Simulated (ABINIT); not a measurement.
# Quasiparticle gap of PbF2 (Fluorocronite) in ABINIT, part 2 of 3

How does a plane-wave GW calculation on PbF2 (Fluorocronite) run from the first input to the gap?

ABINIT 10.8.3; LDA and many-body steps on it, plane waves. Known limits of the many-body steps: not at the basis limit; no spin-orbit coupling; coarse k mesh.

So far. Step 2 (Ground state): The gap is indirect, with the least direct gap 0.14 eV higher.

The database entry behind the starting cell differs from later determinations by our own check (0.1 to 0.3 % short, probably kX units), so it need not match the best structure at ambient conditions.

### 3. Bands along the symmetry lines

Level of this step: DFT, LDA, plane waves, norm-conserving pseudopotentials (ABINIT).

The cheap functional maps the bands first; the places of the edges decide which points the dearer methods must see.

Input file run.abi:

```
acell 3*1.0 Angstrom
rprim 
  -0.000000000000 2.963660000000 2.963660000000
  2.963660000000 0.000000000000 2.963660000000
  2.963660000000 2.963660000000 -0.000000000000
ntypat 2
znucl 82 9
natom 3
typat 1 2 2
xred 
  0.000000000000 0.000000000000 0.000000000000
  0.250000000000 0.250000000000 0.250000000000
  0.750000000000 0.750000000000 0.750000000000
pp_dirpath "pseudos"
pseudos "Pb.upf, F.upf"
ecut 36
iscf -2
irdden 1
kptopt 0
nkpt 50
kpt 
  0.00000000 0.00000000 0.00000000
  0.06250000 0.00000000 0.06250000
  0.12500000 0.00000000 0.12500000
  0.18750000 0.00000000 0.18750000
  0.25000000 0.00000000 0.25000000
  0.31250000 0.00000000 0.31250000
  0.37500000 0.00000000 0.37500000
  0.43750000 0.00000000 0.43750000
  0.50000000 0.00000000 0.50000000
  0.51562500 0.03125000 0.51562500
  0.53125000 0.06250000 0.53125000
  0.54687500 0.09375000 0.54687500
  0.56250000 0.12500000 0.56250000
  0.57812500 0.15625000 0.57812500
  0.59375000 0.18750000 0.59375000
  0.60937500 0.21875000 0.60937500
  0.62500000 0.25000000 0.62500000
  0.37500000 0.37500000 0.75000000
  0.32812500 0.32812500 0.65625000
  0.28125000 0.28125000 0.56250000
  0.23437500 0.23437500 0.46875000
  0.18750000 0.18750000 0.37500000
  0.14062500 0.14062500 0.28125000
  0.09375000 0.09375000 0.18750000
  0.04687500 0.04687500 0.09375000
  0.00000000 0.00000000 0.00000000
  0.06250000 0.06250000 0.06250000
  0.12500000 0.12500000 0.12500000
  0.18750000 0.18750000 0.18750000
  0.25000000 0.25000000 0.25000000
  0.31250000 0.31250000 0.31250000
  0.37500000 0.37500000 0.37500000
  0.43750000 0.43750000 0.43750000
  0.50000000 0.50000000 0.50000000
  0.50000000 0.46875000 0.53125000
  0.50000000 0.43750000 0.56250000
  0.50000000 0.40625000 0.59375000
  0.50000000 0.37500000 0.62500000
  0.50000000 0.34375000 0.65625000
  0.50000000 0.31250000 0.68750000
  0.50000000 0.28125000 0.71875000
  0.50000000 0.25000000 0.75000000
  0.50000000 0.21875000 0.71875000
  0.50000000 0.18750000 0.68750000
  0.50000000 0.15625000 0.65625000
  0.50000000 0.12500000 0.62500000
  0.50000000 0.09375000 0.59375000
  0.50000000 0.06250000 0.56250000
  0.50000000 0.03125000 0.53125000
  0.50000000 0.00000000 0.50000000
istwfk *1
nband 25
nbdbuf 2
tolwfr 1e-08
nstep 40
prtwf 0
prtvol 0
indata_prefix "in"
outdata_prefix "out"
tmpdata_prefix "tmp"
```

Command:

```console
$ OMP_NUM_THREADS=1 mpirun -n 4 abinit run.abi > log
```

Numbers of over 12 decimals in the logs are rounded to 6 here.

Output:

```text
.Version 10.8.3 of ABINIT. v10.8.2 released Aug 2026.

 Symmetries : space group Fm -3 m (#225); Bravais cF (face-center cubic)
[... echo of the input left out ...]
== DATASET  1 ==================================================================
-   mpi_nproc: 4, omp_nthreads: 1 (-1 if OMP is not activated)

--- !DatasetInfo
iteration_state: {dtset: 1, }
dimensions: {natom: 3, nkpt: 50, mband: 25, nsppol: 1, nspinor: 1, nspden: 1, mpw: 3695, }
cutoff_energies: {ecut:  36.0, pawecutdg:  -1.0, }
electrons: {nelect:   3.60000000E+01, charge:   0.00000000E+00, occopt:   1.00000000E+00, tsmear:   1.00000000E-02, }

 Real(R)+Recip(G) space primitive vectors, cartesian coordinates (Bohr,Bohr^-1):
 R(1)=  0.0000000  5.6005057  5.6005057  G(1)= -0.0892777  0.0892777  0.0892777
 R(2)=  5.6005057  0.0000000  5.6005057  G(2)=  0.0892777 -0.0892777  0.0892777
 R(3)=  5.6005057  5.6005057  0.0000000  G(3)=  0.0892777  0.0892777 -0.0892777
 Unit cell volume ucvol=  3.5132717E+02 bohr^3
 Angles (23,13,12)=  6.00000000E+01  6.00000000E+01  6.00000000E+01 degrees

 getcut: wavevector=  0.0000  0.0000  0.0000  ngfft=  45  45  45
         ecut(hartree)=     36.000   => boxcut(ratio)=   2.05681

--- Pseudopotential description ------------------------------------------------
- Pb Generated using ONCVPSP code by D. R. Hamann
- 82.00000  22.00000  180309                  znucl, zion, pspdat
12 -1012 2 -1 1638                            pspcod,pspxc,lmax,lloc,mmax
     nproj     2     2     2
  pspatm : epsatm=   27.30978712
         --- l  ekb(1:nproj) -->
             0   16.851372    2.162897
             1    7.374276    1.238028
             2    3.349308    0.414357
 pspatm: atomic psp has been read  and splines computed

- F Generated using ONCVPSP code by D. R. Hamann
-  9.00000   7.00000  201202                  znucl, zion, pspdat
12 -1012 2 -1 824                             pspcod,pspxc,lmax,lloc,mmax
     nproj     2     2     1
  pspatm : epsatm=    4.94580260
         --- l  ekb(1:nproj) -->
[...]
2   -2.364936
 pspatm: atomic psp has been read  and splines computed

--------------------------------------------------------------------------------

================================================================================
 prteigrs : about to open file out_EIG
 Non-SCF case, kpt    1 (  0.00000  0.00000  0.00000), residuals and eigenvalues=
  2.87E-09  1.05E-09  1.93E-09  4.68E-09  7.76E-09  4.86E-09  1.95E-09  2.43E-09
  6.47E-09  4.98E-09  7.76E-09  2.90E-09  1.70E-09  4.57E-09  4.02E-09  1.51E-09
  2.03E-09  3.60E-09  2.93E-09  2.95E-09  3.41E-09  2.02E-09  5.09E-09  7.11E-09
  1.10E-06
 -4.9295E+00 -2.7814E+00 -2.7814E+00 -2.7814E+00 -6.4388E-01 -6.1929E-01
 -4.0908E-01 -4.0908E-01 -4.0908E-01 -4.0637E-01 -4.0637E-01 -5.8298E-02
  2.4093E-02  2.4093E-02  2.4093E-02  4.2418E-02  4.2418E-02  4.2418E-02
[...]
7.4823E-01
[...]
7.92E-05
[...]
Non-SCF case, kpt    3 (  0.12500  0.00000  0.12500), residuals and eigenvalues=
[...]
Non-SCF case, kpt   49 (  0.50000  0.03125  0.53125), residuals and eigenvalues=
[...]
Non-SCF case, kpt   50 (  0.50000  0.00000  0.50000), residuals and eigenvalues=
[...]
-1.7006E-02 -1.7006E-02  5.8326E-02  5.8448E-02  5.8448E-02  1.0878E-01
  2.7173E-01  4.0011E-01  4.0011E-01  4.3109E-01  6.2988E-01  7.1450E-01
[...]
--- !ResultsGS
iteration_state: {dtset: 1, }
comment   : Summary of ground state results
lattice_vectors:
- [ -0.0000000,   5.6005057,   5.6005057, ]
- [  5.6005057,   0.0000000,   5.6005057, ]
- [  5.6005057,   5.6005057,  -0.0000000, ]
lattice_lengths: [   7.92031,    7.92031,    7.92031, ]
lattice_angles: [ 60.000,  60.000,  60.000, ] # degrees, (23, 13, 12)
lattice_volume:   3.5132717E+02
convergence: {deltae:  0.000E+00, res2:  0.000E+00, residm:  9.991E-09, diffor:  0.000E+00, }
etotal    :  -2.58950044E+02
entropy   :   0.00000000E+00
fermie    :   1.13805161E-01
cartesian_stress_tensor: null
pressure_GPa: null
xred      :
- [  0.0000E+00,   0.0000E+00,   0.0000E+00, Pb]
- [  2.5000E-01,   2.5000E-01,   2.5000E-01,  F]
- [  7.5000E-01,   7.5000E-01,   7.5000E-01,  F]
cartesian_forces: null
force_length_stats: {min: null, max: null, mean: null, }

 Integrated electronic density in atomic spheres:
 ------------------------------------------------
 Atom  Sphere_radius  Integrated_density
[...]
================================================================================

 ----iterations are completed or convergence reached----

 Mean square residual over all n,k,spin=   46.252E-10; max=  99.907E-10
 reduced coordinates (array xred) for    3 atoms
[...]
0.250000000000      0.250000000000      0.250000000000
       0.750000000000      0.750000000000      0.750000000000

 cartesian coordinates (angstrom) at end:
    1      0.000000     0.000000     0.000000
    2      1.481830     1.481830     1.481830
    3      4.445490     4.445490     4.445490
 length scales=  1.889726125908  1.889726125908  1.889726125908 bohr
              =  1.000000000000  1.000000000000  1.000000000000 angstroms
 prteigrs : about to open file out_EIG
 Eigenvalues (hartree) for nkpt=  50  k points:
 kpt#   1, nband= 25, wtk=  1.00000, kpt=  0.0000  0.0000  0.0000 (reduced coord)
[...]
kpt#   2, nband= 25, wtk=  1.00000, kpt=  0.0625  0.0000  0.0625 (reduced coord)
[...]
kpt#   3, nband= 25, wtk=  1.00000, kpt=  0.1250  0.0000  0.1250 (reduced coord)
[...]
kpt#  49, nband= 25, wtk=  1.00000, kpt=  0.5000  0.0313  0.5313 (reduced coord)
[...]
0.73269
 kpt#  50, nband= 25, wtk=  1.00000, kpt=  0.5000  0.0000  0.5000 (reduced coord)
[...]
-0.40566   -0.40543   -0.39981   -0.12453   -0.01701   -0.01701    0.05833    0.05845
   0.05845    0.10878    0.27173    0.40011    0.40011    0.43109    0.62988    0.71450
   0.73826

== END DATASET(S) ==============================================================
================================================================================

 -outvars: echo values of variables after computation  --------
            nband          25
             nkpt          50
          spgroup         225
 [... the other variables as echoed above ...]

 Calculation completed.
```

The job ended after 23 s (4 MPI ranks of Arm Neoverse V1, shared host; peak memory 0.32 GiB; 90 s of CPU time).

Numbers from this step:

```yaml
gap: 4.278 eV
k_of_the_valence_top: 0.5, 0.25, 0.75
k_of_the_conduction_bottom: 0.5, 0, 0.5
least_direct_gap: 4.434 eV
```

The gap is 4.278 eV, −0.019 eV from the run before at this level.

The electronic bands at the labelled points (eV, zero at the top of the highest filled band):

| point | band 15 | band 16 | band 17 | band 18 | band 19 | band 20 | band 21 | band 22 |
| --- | --- | --- | --- | --- | --- | --- | --- | --- |
| Γ | -2.46 | -1.96 | -1.96 | -1.96 | 6.62 | 6.62 | 6.62 | 10.30 |
| halfway | -2.02 | -1.70 | -1.70 | -0.97 | 4.89 | 7.25 | 7.25 | 10.92 |
| X | -1.53 | -1.53 | -1.53 | -0.16 | 4.28 | 7.77 | 7.77 | 8.61 |
| halfway | -1.69 | -1.57 | -1.53 | -0.11 | 4.54 | 7.31 | 7.77 | 8.94 |
| U | -2.06 | -1.68 | -1.54 | -0.03 | 5.19 | 6.52 | 7.76 | 9.52 |
| jump to K | -2.06 | -1.68 | -1.54 | -0.03 | 5.19 | 6.52 | 7.76 | 9.52 |
| halfway | -2.46 | -2.20 | -1.70 | -0.62 | 5.25 | 6.94 | 7.23 | 12.20 |
| Γ | -2.46 | -1.96 | -1.96 | -1.96 | 6.62 | 6.62 | 6.62 | 10.30 |
| halfway | -2.57 | -2.05 | -2.05 | -0.83 | 5.34 | 7.07 | 7.07 | 12.55 |
| L | -2.68 | -2.13 | -2.13 | -0.02 | 4.87 | 7.54 | 7.54 | 12.86 |
| halfway | -2.69 | -1.77 | -1.76 | -0.03 | 5.30 | 6.63 | 7.60 | 10.63 |
| W | -2.68 | -1.59 | -1.46 | 0.00 | 5.93 | 5.93 | 7.31 | 9.88 |
| halfway | -1.91 | -1.57 | -1.48 | -0.08 | 4.78 | 7.17 | 7.48 | 9.25 |
| X | -1.53 | -1.53 | -1.53 | -0.16 | 4.28 | 7.77 | 7.77 | 8.61 |

### 4. Empty states on the mesh, 4×4×4 mesh, 61 bands

The sums over transitions need many empty states on a uniform mesh; this step solves for them.

Input file run.abi:

```
acell 3*1.0 Angstrom
rprim 
  -0.000000000000 2.963660000000 2.963660000000
  2.963660000000 0.000000000000 2.963660000000
  2.963660000000 2.963660000000 -0.000000000000
ntypat 2
znucl 82 9
natom 3
typat 1 2 2
xred 
  0.000000000000 0.000000000000 0.000000000000
  0.250000000000 0.250000000000 0.250000000000
  0.750000000000 0.750000000000 0.750000000000
pp_dirpath "pseudos"
pseudos "Pb.upf, F.upf"
ecut 36
ngkpt 4 4 4
nshiftk 1
shiftk 0 0 0
kptopt 1
chksymbreak 0
iscf -2
irdden 1
istwfk *1
nband 61
nbdbuf 4
tolwfr 1e-09
nstep 60
prtvol 0
indata_prefix "in"
outdata_prefix "out"
tmpdata_prefix "tmp"
```

Output:

```text
.Version 10.8.3 of ABINIT. v10.8.2 released Aug 2026.

 Symmetries : space group Fm -3 m (#225); Bravais cF (face-center cubic)
[... echo of the input left out ...]
== DATASET  1 ==================================================================
-   mpi_nproc: 4, omp_nthreads: 1 (-1 if OMP is not activated)

--- !DatasetInfo
iteration_state: {dtset: 1, }
dimensions: {natom: 3, nkpt: 8, mband: 61, nsppol: 1, nspinor: 1, nspden: 1, mpw: 3695, }
cutoff_energies: {ecut:  36.0, pawecutdg:  -1.0, }
electrons: {nelect:   3.60000000E+01, charge:   0.00000000E+00, occopt:   1.00000000E+00, tsmear:   1.00000000E-02, }

 Real(R)+Recip(G) space primitive vectors, cartesian coordinates (Bohr,Bohr^-1):
 R(1)=  0.0000000  5.6005057  5.6005057  G(1)= -0.0892777  0.0892777  0.0892777
 R(2)=  5.6005057  0.0000000  5.6005057  G(2)=  0.0892777 -0.0892777  0.0892777
 R(3)=  5.6005057  5.6005057  0.0000000  G(3)=  0.0892777  0.0892777 -0.0892777
 Unit cell volume ucvol=  3.5132717E+02 bohr^3
 Angles (23,13,12)=  6.00000000E+01  6.00000000E+01  6.00000000E+01 degrees

 getcut: wavevector=  0.0000  0.0000  0.0000  ngfft=  45  45  45
         ecut(hartree)=     36.000   => boxcut(ratio)=   2.05681

--- Pseudopotential description ------------------------------------------------
- Pb Generated using ONCVPSP code by D. R. Hamann
- 82.00000  22.00000  180309                  znucl, zion, pspdat
12 -1012 2 -1 1638                            pspcod,pspxc,lmax,lloc,mmax
     nproj     2     2     2
  pspatm : epsatm=   27.30978712
         --- l  ekb(1:nproj) -->
             0   16.851372    2.162897
             1    7.374276    1.238028
             2    3.349308    0.414357
 pspatm: atomic psp has been read  and splines computed

- F Generated using ONCVPSP code by D. R. Hamann
-  9.00000   7.00000  201202                  znucl, zion, pspdat
12 -1012 2 -1 824                             pspcod,pspxc,lmax,lloc,mmax
     nproj     2     2     1
  pspatm : epsatm=    4.94580260
         --- l  ekb(1:nproj) -->
[...]
2   -2.364936
 pspatm: atomic psp has been read  and splines computed

--------------------------------------------------------------------------------

================================================================================
 prteigrs : about to open file out_EIG
 Non-SCF case, kpt    1 (  0.00000  0.00000  0.00000), residuals and eigenvalues=
  5.42E-10  3.09E-10  4.02E-10  8.83E-10  2.25E-10  5.13E-10  3.33E-10  4.09E-10
  5.25E-10  1.94E-10  4.46E-10  3.97E-10  3.25E-10  3.82E-10  6.85E-10  2.39E-10
  3.03E-10  6.01E-10  9.37E-11  1.36E-10  3.31E-10  3.78E-10  2.88E-10  4.97E-10
[...]
7.11E-10  1.11E-04  1.03E-04  5.20E-10  9.63E-10
 -4.9295E+00 -2.7814E+00 -2.7814E+00 -2.7814E+00 -6.4388E-01 -6.1929E-01
 -4.0908E-01 -4.0908E-01 -4.0908E-01 -4.0637E-01 -4.0637E-01 -5.8298E-02
  2.4093E-02  2.4093E-02  2.4093E-02  4.2418E-02  4.2418E-02  4.2418E-02
[...]
1.5960E+00  1.5967E+00  1.5967E+00  1.5967E+00  1.6447E+00  1.6447E+00
  1.6447E+00  1.7164E+00  1.7164E+00  1.7165E+00  1.7346E+00  1.7435E+00
  1.7435E+00
 prteigrs : prtvol=0 or 1, do not print more k-points.

--- !ResultsGS
iteration_state: {dtset: 1, }
comment   : Summary of ground state results
lattice_vectors:
- [ -0.0000000,   5.6005057,   5.6005057, ]
- [  5.6005057,   0.0000000,   5.6005057, ]
- [  5.6005057,   5.6005057,  -0.0000000, ]
lattice_lengths: [   7.92031,    7.92031,    7.92031, ]
lattice_angles: [ 60.000,  60.000,  60.000, ] # degrees, (23, 13, 12)
lattice_volume:   3.5132717E+02
convergence: {deltae:  0.000E+00, res2:  0.000E+00, residm:  9.955E-10, diffor:  0.000E+00, }
etotal    :  -2.58950044E+02
entropy   :   0.00000000E+00
fermie    :   1.13805161E-01
cartesian_stress_tensor: null
pressure_GPa: null
xred      :
- [  0.0000E+00,   0.0000E+00,   0.0000E+00, Pb]
- [  2.5000E-01,   2.5000E-01,   2.5000E-01,  F]
- [  7.5000E-01,   7.5000E-01,   7.5000E-01,  F]
cartesian_forces: null
force_length_stats: {min: null, max: null, mean: null, }

 Integrated electronic density in atomic spheres:
 ------------------------------------------------
 Atom  Sphere_radius  Integrated_density
[...]
================================================================================

 ----iterations are completed or convergence reached----

 Mean square residual over all n,k,spin=   41.674E-11; max=  99.555E-11
 reduced coordinates (array xred) for    3 atoms
[...]
0.250000000000      0.250000000000      0.250000000000
       0.750000000000      0.750000000000      0.750000000000

 cartesian coordinates (angstrom) at end:
    1      0.000000     0.000000     0.000000
    2      1.481830     1.481830     1.481830
    3      4.445490     4.445490     4.445490
 length scales=  1.889726125908  1.889726125908  1.889726125908 bohr
              =  1.000000000000  1.000000000000  1.000000000000 angstroms
 prteigrs : about to open file out_EIG
 Eigenvalues (hartree) for nkpt=   8  k points:
 kpt#   1, nband= 61, wtk=  0.01563, kpt=  0.0000  0.0000  0.0000 (reduced coord)
[...]
1.25917    1.25917    1.25917    1.51058    1.56297    1.56297    1.59596    1.59596
   1.59596    1.59673    1.59673    1.59673    1.64466    1.64466    1.64466    1.71643
   1.71643    1.71653    1.73463    1.74350    1.74350
 prteigrs : prtvol=0 or 1, do not print more k-points.

== END DATASET(S) ==============================================================
================================================================================

 -outvars: echo values of variables after computation  --------
            nband          61
             nkpt           8
          spgroup         225
 [... the other variables as echoed above ...]

 Calculation completed.
```

It took 14 s on 4 MPI ranks; peak memory 0.29 GiB.

Numbers from this step:

```
gap                                                           : 4.278 eV
k of the valence top                                          : -0.25, 0.5, 0.25
k of the conduction bottom                                    : 0.5, 0.5, 0
least direct gap                                              : 4.434 eV
k points computed                                             : 8
lowest point of the top converged band, above the valence top : 41.35 eV
```

On this mesh the gap is 4.278 eV.

### 5. Screening, 4×4×4 mesh, 57 bands, screening to 108.8 eV

The RPA dielectric matrix is built and inverted for each q.

This step: RPA screening on LDA, plane waves, norm-conserving pseudopotentials.

run.abi, as its differences from that of step 4:

```diff
@@ -21,10 +21,11 @@
 chksymbreak 0
-iscf -2
-irdden 1
 istwfk *1
-nband 61
-nbdbuf 4
-tolwfr 1e-09
-nstep 60
-prtvol 0
+occopt 1
+irdwfk 1
+optdriver 3
+nband 57
+ecuteps 4
+inclvkb 2
+awtr 1
+symchi 1
 indata_prefix "in"
```

Output:

```text
.Version 10.8.3 of ABINIT. v10.8.2 released Aug 2026.

 Symmetries : space group Fm -3 m (#225); Bravais cF (face-center cubic)
[... echo of the input left out ...]
== DATASET  1 ==================================================================
-   mpi_nproc: 4, omp_nthreads: 1 (-1 if OMP is not activated)

--- !DatasetInfo
iteration_state: {dtset: 1, }
dimensions: {natom: 3, nkpt: 8, mband: 57, nsppol: 1, nspinor: 1, nspden: 1, mpw: 3695, }
cutoff_energies: {ecut:  36.0, pawecutdg:  -1.0, }
electrons: {nelect:   3.60000000E+01, charge:   0.00000000E+00, occopt:   1.00000000E+00, tsmear:   1.00000000E-02, }

 SCREENING: Calculation of the susceptibility and dielectric matrices

 Based on a program developped by R.W. Godby, V. Olevano, G. Onida, and L. Reining.
 Incorporated in ABINIT by V. Olevano, G.-M. Rignanese, and M. Torrent.
.Using double precision arithmetic ; gwpc =  8

[... cell and pseudopotentials left out ...]
--------------------------------------------------------------------------------

 ==== K-mesh for the wavefunctions ====
 Number of points in the irreducible wedge :     8
[... list of points left out ...]
 Together with 48 symmetry operations and time-reversal symmetry
 yields    64 points in the full Brillouin Zone.

 ==== Q-mesh for the screening function ====
 Number of points in the irreducible wedge :     8
[... list of points left out ...]
 Together with 48 symmetry operations and time-reversal symmetry
 yields    64 points in the full Brillouin Zone.

 setmesh: FFT mesh size selected  =    30x   30x   30
          total number of points  =        27000

 vcoul_init : cutoff-mode = AUXILIARY_FUNCTION
 q-points for optical limit:   1
     1)      0.000010    0.000020    0.000030

- screening: taking advantage of time-reversal symmetry
- Maximum band index for partially occupied states nbvw = 18
- Remaining bands to be divided among processors   nbcw = 39
- Number of bands treated by each node ~9

 Number of electrons calculated from density =   36.0000; Expected =   36.0000
 average of density, n =  0.102469
 r_s =    1.3257
 omega_plasma =   30.8781 [eV]

 calculating chi0 at frequencies [eV] :
  1    0.000000E+00    0.000000E+00
  2    0.000000E+00    3.087813E+01

--------------------------------------------------------------------------------
  q-point number  1        q = ( 0.000000, 0.000000, 0.000000) [r.l.u.]
--------------------------------------------------------------------------------
[... chi0 elements left out ...]
 For q-point:  0.000010 0.000020 0.000030
  dielectric constant =   3.2719
  dielectric constant without local fields =   3.8070

  Average fulfillment of the sum rule on Im[epsilon] for q-point    1 :     39.00  [%]
[... wings left out ...]
  q-point number  2        q = ( 0.250000, 0.000000, 0.000000) [r.l.u.]
--------------------------------------------------------------------------------
[... chi0 elements left out ...]
  Average fulfillment of the sum rule on Im[epsilon] for q-point    2 :     57.42  [%]

 [... 6 further q-points ...]
```

Elapsed: 18 s, on 4 MPI ranks; peak memory 0.78 GiB; 71 s of CPU time.

This step gave:

```yaml
eps_infinity_with_local_fields_on_this_mesh_along_the_program_s_q_direction: 3.272
the_same_without_local_fields: 3.807
plasma_frequency: 30.88 eV
plane_waves_in_the_screening_matrix: 137
```

Local fields lower ε∞ by 14 %. On a Γ-centred mesh this coarse the value itself is usually too large, while a short band sum pulls it down.

[end of part 2 of 3]

[Paths, hosts, dates, memory and timing lines, banners, echoed tables and standing remarks are left out of the program output.]

[Logs are printed without paths, hosts, clocks, repeated set-up lines and the standing remarks that a program may print on its own settings, such as how far it seeks lower states.]

[Runs of the session that timed out or met a known fault of the program may be left out.]

[Hosts, paths, dates, database ids (printed as entryN), source tags and the programs' standing remarks are cut or masked in the printed files.]

[G0W0 gaps are taken among the corrected bands and points alone; a level outside them can change the order at an edge.]

[Where Ansatz stands beside ABINIT at settings called matched, ABINIT's density can come from a denser mesh and the files from another edition; pairs whose starting gaps differed by over 0.03 eV were left out, so agreement reads better than it is.]
